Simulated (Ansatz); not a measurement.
# G0W0 on several functionals: ZrSe3 (P2_1/m)

Aim: G0W0 for ZrSe3 (P2_1/m) on several starting functionals, at one mesh, band count and screening cutoff.

Method: G0W0 on several functionals, plane waves, PAW, in Ansatz 0.2.0.

Most raw output is cut from this account.

In doubt: masses and optical values from hybrid runs of this build are listed as unsure (step 4), which bears on the screening that GW takes from such a start.

## 1. Set-up

Symmetry: P2_1/m, No. 11, monoclinic system. Conventional cell: a = 5.411 Å, b = 3.749 Å, c = 9.444 Å, α = 90.00°, β = 97.48°, γ = 90.00°. Nearest to Zr lie 8 Se at 2.72 to 2.87 Å. Nearest to Se lie 4 Zr at 2.72 to 2.87 Å. Nearest to Se lie 1 Se at 2.34 Å and 2 Zr at 2.73 Å. Nearest to Se lie 1 Se at 2.34 Å and 2 Zr at 2.74 Å. Farther neighbours and most contacts between anions are not listed.

The cell and positions come from the Crystallography Open Database and are kept as given unless a step says otherwise. The default PAW set here is soft_2. Its files were made with PBE.

## 2. G0W0 on LDA

G0W0 replaces the xc potential by the self-energy, built once from these orbitals. Only a window of levels is corrected, while the sums run over the empty bands that the input names.

This step: G0W0 on LDA, plane waves, PAW.

File input.yaml:

```yaml
crystal:
  lattice:
    - [5.4109, 0.0, 0.0]
    - [0.0, 3.7488, 0.0]
    - [-1.2294209091, 0.0, 9.3636349901]
  atoms:
    - { symbol: Zr, position: [0.285, 0.25, 0.656] }
    - { symbol: Zr, position: [0.715, 0.75, 0.344] }
    - { symbol: Se, position: [0.762, 0.25, 0.554] }
    - { symbol: Se, position: [0.238, 0.75, 0.446] }
    - { symbol: Se, position: [0.456, 0.25, 0.174] }
    - { symbol: Se, position: [0.544, 0.75, 0.826] }
    - { symbol: Se, position: [0.888, 0.25, 0.169] }
    - { symbol: Se, position: [0.112, 0.75, 0.831] }
kpoints:
  mp_grid: { grid: [4, 4, 2] }
hamiltonian:
  xc: lda
scf:
  occupations: { method: fixed }
gw:
  n_empty_bands: 444
  ecut_chi: 102
  qp_bands: [v2, c2]
  qp_kpoints: band_edges
  screening: { model: contour_deformation }
```

Run with:

```
ansatz run input.yaml --threads 3 --pin off --max-ram 92160MiB --backend cuda --events-out ev --progress --plain --runs-dir out --devices 1 --max-vram 13GiB
```

Run time: 50 s. Hardware: 1 × NVIDIA H100 80GB HBM3 (shared by 6 runs) with 3 threads of AMD EPYC 7R13 (Zen 3), shared host; peak memory 2.4 GiB; 91 s of CPU time.

This step gave:

| Property | Result |
| --- | --- |
| bands summed | 504 |
| RPA ε∞ on this mesh (eigenvalues) | 7.278, 13.91, 19.17 |
| plane waves in the screening matrix | 445 |
| q-points in the mesh | 32 |
| G0W0 gap on the mesh | 0.8837 eV |
| k of the valence top | 0, 0, 0 |
| k of the conduction bottom | -0.5, 0, 0 |
| starting gap on the mesh | 0.2912 eV |
| Z at the valence top | 0.7452 |
| Z at the conduction bottom | 0.7454 |
| least direct G0W0 gap on the computed points | 1.208 eV |

The gap on the mesh goes from 0.29 eV to 0.88 eV, a correction of +0.59 eV. Between the two edge states, bare exchange in place of the xc potential would open the gap by 5.10 eV, and correlation takes back 4.51 eV.

## 3. G0W0 on r2SCAN

The same correction from a different start measures what one shot leaves open.

This step: G0W0 on r2SCAN, plane waves, PAW.

Changes to input.yaml since step 2:

```diff
@@ -17,3 +17,3 @@
 hamiltonian:
-  xc: lda
+  xc: r2scan
 scf:
```

Wall time 73 s (1 × NVIDIA H100 80GB HBM3 (shared by 6 runs) with 3 threads); peak memory 2.7 GiB; 2.3 min of CPU time.

Numbers from this step:

```
bands summed                                 : 504
RPA ε∞ on this mesh (eigenvalues)            : 5.901, 10.89, 11.88
plane waves in the screening matrix          : 445
q-points in the mesh                         : 32
G0W0 gap on the mesh                         : 1.209 eV
k of the valence top                         : 0, 0, 0
k of the conduction bottom                   : -0.5, 0, 0
starting gap on the mesh                     : 0.6314 eV
Z at the valence top                         : 0.7650
Z at the conduction bottom                   : 0.7673
least direct G0W0 gap on the computed points : 1.464 eV
```

Against the run with 4×4×2 mesh, 444 empty bands, screening to 102 eV on LDA, the gap moves by +0.33 eV, while the start moved by +0.34 eV.

## 4. G0W0 on HSE06

This step: G0W0 on HSE06, plane waves, PAW.

Changes to input.yaml since step 3:

```diff
@@ -17,3 +17,3 @@
 hamiltonian:
-  xc: r2scan
+  xc: hse06
 scf:
```

Wall time 2 min (1 × NVIDIA H100 80GB HBM3 (shared by 6 runs) with 3 threads); peak memory 3 GiB.

This step gave:

* bands summed: 504
* RPA ε∞ on this mesh (eigenvalues): 5.335, 9.423, 9.428
* plane waves in the screening matrix: 445
* G0W0 gap on the mesh: 1.366 eV
* k of the valence top: 0, 0, 0
* k of the conduction bottom: -0.5, 0, 0
* starting gap on the mesh: 1.059 eV
* least direct G0W0 gap on the computed points: 1.597 eV

Against the run with 4×4×2 mesh, 444 empty bands, screening to 102 eV on r2SCAN, the gap moves by +0.16 eV, while the start moved by +0.43 eV.

## 5. The starts together

All on the 4×4×2 mesh with 444 empty bands and screening to 102 eV. Times are wall times on 1 × NVIDIA H100 80GB HBM3 (shared by 6 runs) with 3 threads of AMD EPYC 7R13 (Zen 3), shared host, good to a factor of about two.

```csv
start,starting gap (eV),shift (eV),G0W0 gap (eV),RPA ε∞ (harmonic mean),"Z (valence, conduction)",time
LDA,0.29,+0.59,0.88,11.47,"0.75, 0.75",50 s
r2SCAN,0.63,+0.58,1.21,8.69,"0.76, 0.77",73 s
HSE06,1.06,+0.31,1.37,7.51,"0.79, 0.79",2 min
```

How the two edges are built up, in eV (the quasiparticle level is the starting level plus Σx plus Σc less Vxc):

```csv
run,edge,start,Σx,Σc,Vxc,Z,QP
LDA,valence top,9.33,-18.07,1.61,-16.28,0.75,9.14
LDA,conduction bottom,9.62,-11.69,-2.90,-15.00,0.75,10.03
r2SCAN,valence top,9.32,-18.13,1.67,-16.28,0.77,9.14
r2SCAN,conduction bottom,9.95,-11.18,-3.04,-14.61,0.77,10.35
HSE06,valence top,9.10,-18.05,1.57,-16.40,0.79,9.02
HSE06,conduction bottom,10.16,-10.63,-3.13,-13.99,0.79,10.39
```

For a hybrid start, Vxc holds its share of exact exchange.

## 6. Results

| Quantity | Value |
| --- | --- |
| G0W0@LDA | 0.88 eV (start 0.29 eV) |
| G0W0@r2SCAN | 1.21 eV (start 0.63 eV) |
| G0W0@HSE06 | 1.37 eV (start 1.06 eV) |
| known limits | not at the basis limit; no spin-orbit coupling; coarse k mesh |

**Reading.** The starting gaps span 0.77 eV and the G0W0 gaps 0.48 eV. Between LDA and HSE06, 0.48 eV of the 0.77 eV survives, 63 %. The smallest correction, +0.31 eV, is on HSE06, the start nearest to reproducing itself. Bands and cutoff are finite, so the gap is not at the basis limit. The miss can reach some tenths of an eV and take either sign; the mesh is an error of its own. The 4×4×2 mesh is coarse for this cell (its supercell is 15 Å along the shortest edge). The RPA ε∞ on it, from the LDA start, is 7.28, 13.91 and 19.17; such meshes misread the long-range screening, most where the gap is narrow. The many-body steps are scalar-relativistic: spin-orbit coupling is not in them.

[Paths, hosts, dates, memory and timing lines, banners, echoed tables and standing remarks are left out of the program output.]

[Logs are printed without paths, hosts, clocks, repeated set-up lines and the standing remarks that a program may print on its own settings, such as how far it seeks lower states.]

[Runs of the session that timed out or met a known fault of the program may be left out.]

[Cells called generated may have been cut or substituted from an entry of the Crystallography Open Database or the Materials Project.]

[Hosts, paths, dates, database ids (printed as entryN), source tags and the programs' standing remarks are cut or masked in the printed files.]
